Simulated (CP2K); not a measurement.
Consider 2-methylthiophene at its PBE geometry (Å).

```xyz
12

C    -2.0058    0.2001    0.0150
C    -0.5077    0.1771    0.0269
C     0.3311   -0.8987   -0.1722
C     1.7143   -0.5655   -0.0892
C     1.9182    0.7679    0.1752
S     0.4233    1.6087    0.3197
H    -2.4219    0.5301    0.9780
H    -2.4026    0.8707   -0.7612
H    -2.3876   -0.8090   -0.1870
H    -0.0428   -1.9016   -0.3737
H     2.5243   -1.2802   -0.2202
H     2.8572    1.3003    0.2889
```

Method: CP2K XAS_TDP, all-electron GAPW, PBEh(45%), aug-cc-pVDZ, TDA, GW2X-corrected core level, ZORA, spin–orbit coupling.

**Question.** Predict the bright core excitations at the S L₂,₃ edge.

Leading lines: S6 167.42 eV. The leading line of an atom is its first one with 35 % of the strongest within 2.5 eV of its lowest line over the strength cut. Core ionisation energies at this level: S6 170.86/170.95/172.00 eV; the 2p½ level lies 1.10 eV above the 2p3/2 pair.

The first six lines of each atom with a strength over 0.0003:

| atom | energy (eV) | states | strength, one atom | above the computed threshold |
| --- | --- | --- | --- | --- |
| S6 (bonded to 2 C) | 167.30 | 2 | 0.0005 |  |
|  | 167.42 | 1 | 0.0017 |  |
|  | 167.72 | 1 | 0.0020 |  |
|  | 168.47 | 3 | 0.0015 |  |
|  | 168.80 | 1 | 0.0039 |  |
|  | 169.21 | 1 | 0.0046 |  |

Lines are vertical, at one geometry, with no vibrational structure. GW2X ionisation energies and lines can be off by 1 to 2 eV either way, and a good line position may hide errors that cancel. Rydberg lines, and the discretised continuum above threshold, depend on the basis and the box.

[Banner, clock and machine lines of the logs are left out without a mark of their own.]

[Logs are printed without paths, hosts, clocks, repeated set-up lines and the standing remarks that a program may print on its own settings, such as how far it seeks lower states.]

[Hosts, paths, dates, database ids (printed as entryN), source tags and the programs' standing remarks are cut or masked in the printed files.]
